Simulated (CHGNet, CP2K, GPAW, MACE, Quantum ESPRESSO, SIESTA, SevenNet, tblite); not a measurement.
# Graphene/1T-TiSe2 heterobilayer (65 atoms) in other programs, against a plane-wave reference

Wanted: errors and costs of other methods on graphene/1T-TiSe2 heterobilayer (65 atoms). A plane-wave run serves as the reference.

Program: Quantum ESPRESSO 7.5. Level of theory: Kohn-Sham DFT, PBE, SSSP efficiency 1.3.0 pseudopotentials, plane waves. Values are calculated unless marked as measured.

### Step 1. The system as given

The cell holds 65 atoms: 38 C, 9 Ti and 18 Se. Its edges and angles: a = 10.671 Å, b = 10.671 Å, c = 18.460 Å, α = 90.0°, β = 90.0°, γ = 120.0°. 19 cells of graphene (a = 2.46 Å, strained -0.48 %) and 9 cells of 1T-TiSe2 (a = 3.54 Å, +0.48 %) on one hexagonal cell, twist 36.59 deg; facing planes 3.36 Å apart; 12 Å of vacuum; displaced by a Gaussian of 0.01 Å. Then every atom was moved at random, 0.03 Å r.m.s. a Cartesian component. Regions: layer 1, 38 atoms (38 C); layer 2, 27 atoms (9 Ti and 18 Se). Vacuum lies along c.

### Step 2. The reference run

Input file pw.in:

```
&control
  calculation = 'scf'
  pseudo_dir = './pseudo'
  outdir = './tmp'
  disk_io = 'none'
  tprnfor = .true.
/
&system
  ibrav = 0
  nat = 65
  ntyp = 3
  ecutwfc = 45
  ecutrho = 360
  nosym = .true.
  occupations = 'smearing'
  smearing = 'fd'
  degauss = 0.003675
/
&electrons
  conv_thr = 3.3e-07
  electron_maxstep = 100
  mixing_beta = 0.2
  mixing_mode = 'local-TF'
  diagonalization = 'david'
/
ATOMIC_SPECIES
C 12.011 C.upf
Ti 47.867 Ti.upf
Se 78.971 Se.upf
CELL_PARAMETERS angstrom
10.67140 0.00000 0.00000
-5.33570 9.24170 0.00000
0.00000 0.00000 18.46000
ATOMIC_POSITIONS crystal
C 0.24377 0.96188 0.32327
C 0.23633 0.82963 0.32666
C 0.19555 0.54717 0.32445
C 0.17215 0.39943 0.32749
C 0.34835 0.80632 0.32800
C 0.33169 0.66707 0.32600
C 0.51290 0.07246 0.32486
C 0.49161 0.93665 0.32572
C 0.13905 0.12873 0.32774
C 0.11842 0.97903 0.32670
C 0.29869 0.37780 0.32174
C 0.27986 0.24092 0.32275
[... 49 atom lines left out ...]
Se 0.31273 0.59701 0.50500
Ti 0.08257 0.81296 0.59041
Se 0.19725 0.03962 0.67297
Se 0.30794 0.92162 0.50894
K_POINTS gamma
```

The run is started by

```bash
> OMP_NUM_THREADS=1 mpirun -np 4 pw.x -in pw.in > output.txt
```

Log:

```text
Program PWSCF
     gamma-point specific algorithms are used
     one sub-group per band group will be used
     scalapack distributed-memory algorithm (size of sub-group:  2*  2 procs)
     Parallelization info
     sticks:   dense  smooth     PW     G-vecs:    dense   smooth      PW
     Min        2522    1259    314               354251   125219   15666
     Max        2525    1262    316               354256   125226   15681
     Sum       10093    5041   1261              1417015   500885   62703
     bravais-lattice index     =            0
     lattice parameter (alat)  =      20.1660  a.u.
     unit-cell volume          =   12285.7469 (a.u.)^3
     number of atoms/cell      =           65
     number of atomic types    =            3
[... lines left out ...]
     total energy              =   -2476.75509101 Ry
[... lines left out ...]
     total energy              =   -2574.09904653 Ry
[... lines left out ...]
     c_bands:  2 eigenvalues not converged
[... lines left out ...]
     c_bands:  1 eigenvalues not converged
[... lines left out ...]
     c_bands:  5 eigenvalues not converged
[... lines left out ...]
     c_bands:  3 eigenvalues not converged
[... lines left out ...]
     c_bands:  1 eigenvalues not converged
[... lines left out ...]
     total energy              =   -2560.82130283 Ry
[...]
iteration # 43     ecut=    45.00 Ry     beta= 0.20
     total energy              =   -2560.82130275 Ry
     estimated scf accuracy    <       0.00000040 Ry
     iteration # 44     ecut=    45.00 Ry     beta= 0.20
     End of self-consistent calculation
          k = 0.0000 0.0000 0.0000 ( 31352 PWs)   bands (ev):
   -56.4056 -56.4038 -56.3734 -56.3713 -56.3655 -56.3565 -56.3550 -56.3517
   -56.3460 -32.6763 -32.6611 -32.6602 -32.6587 -32.6531 -32.6511 -32.6465
   -32.6440 -32.6425 -32.6384 -32.6319 -32.6279 -32.6267 -32.6200 -32.6180
[...]
2.6209   2.6291   2.6335   2.6499   2.6813   2.7730   2.8018   2.8229
     2.8359   2.8510   2.8743   3.8547   3.9272   3.9746   3.9794   4.0159
     4.0520   4.0744   4.0853   4.1116   4.1323
     the Fermi energy is     1.2741 ev
!    total energy              =   -2560.82130245 Ry
     estimated scf accuracy    <       0.00000020 Ry
     smearing contrib. (-TS)   =      -0.02929280 Ry
     internal energy E=F+TS    =   -2560.79200964 Ry
     The total energy is F=E-TS. E is the sum of the following terms:
     one-electron contribution =   -8211.72483417 Ry
     hartree contribution      =    4178.23692874 Ry
     xc contribution           =    -873.81653643 Ry
     ewald contribution        =    2580.89801218 Ry
     one-center paw contrib.   =    -234.38557996 Ry
     convergence has been achieved in  44 iterations
     Forces acting on atoms (cartesian axes, Ry/au):
     atom    1 type  1   force =    -0.01300961    0.10789036    0.02112649
     atom    2 type  1   force =    -0.13997793   -0.14406164   -0.01080715
     atom    3 type  1   force =    -0.01804660   -0.12257448    0.02539582
[...]
atom   64 type  3   force =    -0.00163020   -0.00697116    0.01963252
     atom   65 type  3   force =     0.00156728    0.00707749   -0.00069865
     Total force =     0.926940     Total SCF correction =     0.001205
     Message from routine punch:
     Nothing written, as per user request (disk_io='none')
```

Wall time 6.9 min (4 MPI ranks of Arm Neoverse V1, shared host); peak memory 3.6 GiB; 28 min of CPU time.

Banners and routine set-up lines are dropped from the logs; longer cuts are marked.

Numbers from this run:

```
r.m.s. force component : 1.707 eV/Å
longest force          : 7.089 eV/Å
```

### Step 3. Structure statistics

Normalised to the volume that the atoms fill. Pair distribution functions g(r), in bins of 0.2 Å:

```tsv
r (Å)	total	C-C	C-Se	C-Ti	Se-Se	Se-Ti	Ti-Ti
1.30	1.80	5.25	0.00	0.00	0.00	0.00	0.00
1.50	2.73	8.00	0.00	0.00	0.00	0.00	0.00
1.70	0.00	0.00	0.00	0.00	0.00	0.00	0.00
1.90	0.00	0.00	0.00	0.00	0.00	0.00	0.00
2.10	0.00	0.00	0.00	0.00	0.00	0.00	0.00
2.30	0.66	1.92	0.00	0.00	0.00	0.00	0.00
2.50	3.41	6.94	0.00	0.00	0.00	13.42	0.00
2.70	0.57	0.85	0.00	0.00	0.00	3.59	0.00
2.90	0.84	2.46	0.00	0.00	0.00	0.00	0.00
3.10	0.00	0.00	0.00	0.00	0.00	0.00	0.00
3.30	0.03	0.00	0.09	0.00	0.00	0.00	0.00
3.50	1.09	0.04	0.72	0.00	7.24	0.00	15.20
3.70	1.81	3.32	0.60	0.00	5.64	0.00	2.51
3.90	0.31	0.44	0.49	0.00	0.00	0.00	0.00
4.10	0.42	0.72	0.53	0.00	0.00	0.00	0.00
4.30	1.21	2.23	0.51	0.00	0.00	3.71	0.00
4.50	0.32	0.00	0.49	0.00	0.00	2.10	0.00
4.70	0.16	0.08	0.40	0.00	0.00	0.00	0.00
4.90	0.94	2.12	0.49	0.36	0.00	0.00	0.00
5.10	1.08	1.99	0.38	0.76	1.97	0.00	0.00
5.30	0.30	0.07	0.42	0.81	0.15	0.00	0.00
5.50	0.41	0.15	0.45	0.88	0.00	0.94	0.00
5.70	0.94	0.68	0.33	0.82	0.00	6.07	0.00
5.90	0.22	0.00	0.33	0.70	0.00	0.00	0.00
6.10	0.89	1.12	0.40	0.58	2.63	0.00	4.41
6.30	0.64	0.43	0.33	0.72	3.18	0.00	1.50
6.50	1.09	2.37	0.57	0.61	0.00	0.00	0.00
6.70	0.32	0.01	0.63	0.66	0.00	0.00	0.00
```

Bonds by pair of elements; cutoffs follow the first minimum of g(r), held within bounds set by covalent radii, and pairs that aren't listed don't count as bonded (cutoffs were set anew for this text, so counts can differ from the run's own analysis):

```tsv
pair A-B	cutoff (Å)	bonds	mean length (Å)	spread (Å)	shortest (Å)	B about A	A about B
C-C	1.85	57	1.42	0.05	1.33	3	3
Se-Ti	3.28	54	2.57	0.043	2.46	3	6
```

How many atoms have how many bonded neighbours:

```tsv
element	mean	3	6
C	3	38	0
Se	3	18	0
Ti	6	0	9
```

Rings of the network by King's shortest-path rule, up to 12 atoms, one path for each pair of neighbours; H, halogens, alkali and alkaline-earth atoms are left out:

```tsv
ring size (atoms)	rings	per network atom
4	27	0.415
6	62	0.954
8	27	0.415
```

### Step 4. What was run beside it

The programs:
- CHGNet: machine-learned potential, published weights.
- CP2K 2026.2: Gaussian basis with GTH pseudopotentials and a plane-wave density; labels give functional, basis (MOLOPT sets; SR short-range, UZH the newer set with its own potentials), grid cutoff/relative cutoff and solver (OT: orbital transformation; TRS4, TC2, SIGN: linear-scaling purification with its sparsity filter), or its built-in tight binding.
- GPAW 26.7.0: PAW with atomic orbitals (LCAO), plane waves or a real-space grid of spacing h.
- MACE: machine-learned potential, published weights.
- SIESTA 5.4.2: numerical atomic orbitals, whose automatically made sets are far from complete, with PseudoDojo norm-conserving potentials that we converted to its format (checked against plane waves on the same files for H, C, O, Si, Ge and Ca alone); labels give functional, basis size, energy shift and mesh cutoff.
- SevenNet: machine-learned potential, published weights.
- tblite 0.8.0: extended tight binding, driven from Python.

All use the same cell and atoms; the electronic-structure runs use the same k-mesh, and an electronic temperature of 580 K (0.05 eV) where levels are smeared.

Differences are against the plane-wave reference, forces as r.m.s. over components; share is that over the reference's r.m.s. force, slope the least-squares factor from reference forces to these. Total energies of different programs have different zeros and aren't compared.

```tsv
run	Δ force, r.m.s. (meV/Å)	share (%)	slope	cores	CPU time	memory (GiB)
reference	-	-	-	4	28 min	3.6
CHGNet 0.3.0 potential	407	23.8	0.803	1	3.7 s	1.1
CP2K PBE, TZV2P-UZH, 800/50 Ry, diagonalisation	18.7	1.10	1.003	2	21 min	9.4
CP2K PBE, TZVP-UZH, 800/50 Ry, diagonalisation	33.6	1.97	1.013	2	12 min	9.2
GPAW PBE, LCAO dzp, h 0.2 Å	125	7.35	1.057	1	3.5 min	1.2
GPAW PBE, LCAO dzp, h 0.2 Å, other mixer settings	129	7.57	1.057	1	4 min	1.1
GPAW PBE, LCAO szp(dzp), h 0.2 Å (coarse)	234	13.7	1.055	1	2.4 min	1.1
GPAW revPBE, LCAO dzp, h 0.2 Å	150	8.80	1.063	1	3.1 min	1.2
MACE MP-0b2 small potential	449	26.3	0.788	1	6.1 s	0.71
SIESTA PBE, DZP, shift 0.005 Ry, mesh 500 Ry	229	13.4	1.101	2	11 min	2.3
SIESTA PBE, DZP, shift 0.01 Ry, mesh 500 Ry	213	12.5	1.097	2	7.2 min	2.0
SIESTA optB88-vdW, PBE potentials, DZP, shift 0.01 Ry, mesh 500 Ry	225	13.2	1.096	2	25 min	3.2
SevenNet 0 potential	217	12.7	0.907	1	7.8 s	0.79
tblite GFN1-xTB	320	18.8	0.957	1	2.9 s	0.13
```

Rows marked coarse use a setting chosen to be so.

Times of the machine-learned potentials are mostly Python's start and the loading of weights.

CPU time is summed over cores on a shared host, where runs went side by side, so it is rough. Symmetry, cutoffs, thresholds, outputs and thread counts weren't matched or tuned between programs; memory under MPI is the largest rank's times the ranks.

Mean charges by element (e), by run and scheme:

```tsv
run	scheme	C	Ti	Se
CP2K PBE, TZV2P-UZH, 800/50 Ry, diagonalisation	Mulliken	0.00	+0.07	-0.03
CP2K PBE, TZV2P-UZH, 800/50 Ry, diagonalisation	Hirshfeld	0.00	+0.14	-0.06
CP2K PBE, TZVP-UZH, 800/50 Ry, diagonalisation	Mulliken	0.00	-0.27	+0.13
CP2K PBE, TZVP-UZH, 800/50 Ry, diagonalisation	Hirshfeld	0.00	+0.14	-0.06
SIESTA PBE, DZP, shift 0.005 Ry, mesh 500 Ry	Hirshfeld	0.00	+0.11	-0.05
SIESTA PBE, DZP, shift 0.01 Ry, mesh 500 Ry	Hirshfeld	0.00	+0.10	-0.05
SIESTA optB88-vdW, PBE potentials, DZP, shift 0.01 Ry, mesh 500 Ry	Hirshfeld	0.00	+0.11	-0.06
tblite GFN1-xTB	Mulliken	0.00	+0.13	-0.07
```

Within one program, basis, potentials and functional, energies share a zero. Each run against its twin at the usual cutoff or grid and solver:

```tsv
run	twin	Δ energy (meV/atom)	Δ force, r.m.s. (meV/Å)	CPU time over the twin's
GPAW PBE, LCAO dzp, h 0.2 Å, other mixer settings	LCAO dzp, h 0.2 Å	-2.0e-4	7.29	1.2
```

### Step 5. What came out

```json
{
  "reference r.m.s. force component": "1.71 eV/Å",
  "nearest in forces": "CP2K PBE, TZV2P-UZH, 800/50 Ry, diagonalisation, 1.1 %",
  "farthest in forces": "MACE MP-0b2 small potential, 26 %",
  "cheapest electronic-structure run beside the reference": "tblite GFN1-xTB, 2.9 s of CPU time"
}
```

The PBE runs in local orbitals, coarse settings apart, differ by 1.1 % (CP2K PBE, TZV2P-UZH, 800/50 Ry, diagonalisation) to 13 % (SIESTA PBE, DZP, shift 0.005 Ry, mesh 500 Ry); basis, grid and potentials can all enter. Tight binding differs by 19 % (tblite GFN1-xTB); it is another model, with fitted parameters of its own, and the xTB methods hold dispersion. Machine-learned potentials differ by 13 % (SevenNet 0 potential) to 26 % (MACE MP-0b2 small potential); they were trained on other programs' data. Among those trained on PBE data the slope goes as low as 0.79, which softening far from their training structures can give, though the reference's k-sampling is untested too. Rows with another functional or a dispersion term differ by 8.8 % (GPAW revPBE, LCAO dzp, h 0.2 Å) to 13 % (SIESTA optB88-vdW, PBE potentials, DZP, shift 0.01 Ry, mesh 500 Ry), which mixes the change of model with differences of basis and potentials, some of them made for another functional. Runs with settings chosen to be coarse differ by 14 % (GPAW PBE, LCAO szp(dzp), h 0.2 Å), their programs' other errors included. Of the electronic-structure runs that take under half the reference's CPU time, CP2K PBE, TZVP-UZH, 800/50 Ry, diagonalisation comes nearest, at 2.0 % in 12 min against 28 min. SIESTA PBE, DZP, shift 0.005 Ry, mesh 500 Ry stiffens the forces by a factor of 1.10 while following their directions (correlation 0.997); the slopes of the 3 SIESTA runs lie between 1.10 and 1.10. Charges hang on model, scheme and program or settings: among these rows the mean for Ti runs from -0.27 to +0.14 e, even in sign. In the reference: no gap is quoted, since levels at the Fermi energy are partly filled. In the reference: among the first-shell peaks of g(r) are those at about 1.41 Å (C-C), 3.60 Å (Se-Se), 2.57 Å (Se-Ti) and 3.56 Å (Ti-Ti). Periodic xTB results under one method name differ between programs and library versions. The potentials hold different valence shells: 368 electrons in the reference, 548 in SIESTA; this bears on time and differences. Machine-learned potentials mimic data converged in k, so the reference's own k-point error enters their differences. The reference's PBE has no dispersion term, which matters for the binding between molecules or layers. One k-point is far too coarse for the carbon or group-IV sheet, and it can put spurious forces of up to about 1 eV/Å on the sheet's atoms. The runs have no spin polarisation, so any moments at edges, vacancies or dangling bonds can't form. The electronic-structure runs sample only Γ, in a cell whose shortest periodic width is 9 Å, which is coarse for a cell with partly filled levels.

[Long decimals in the printed logs are rounded to 6 places.]

[Also dropped from logs without a mark: lines with file paths, logging warnings of Python, QE's lines on negative density and diagonalisation, SIESTA's first energy breakdown, zero terms and Voronoi charges.]

[Logs are printed without paths, hosts, clocks, repeated set-up lines and the standing remarks that a program may print on its own settings, such as how far it seeks lower states.]

[Hosts, paths, dates, database ids (printed as entryN), source tags and the programs' standing remarks are cut or masked in the printed files.]

[Not all failed runs are listed: runs killed by the host, ended in a Python traceback or in CONQUEST's support-function errors, and SIESTA runs with faulty potentials for Cu, Fe, Ni or Zn are left out.]
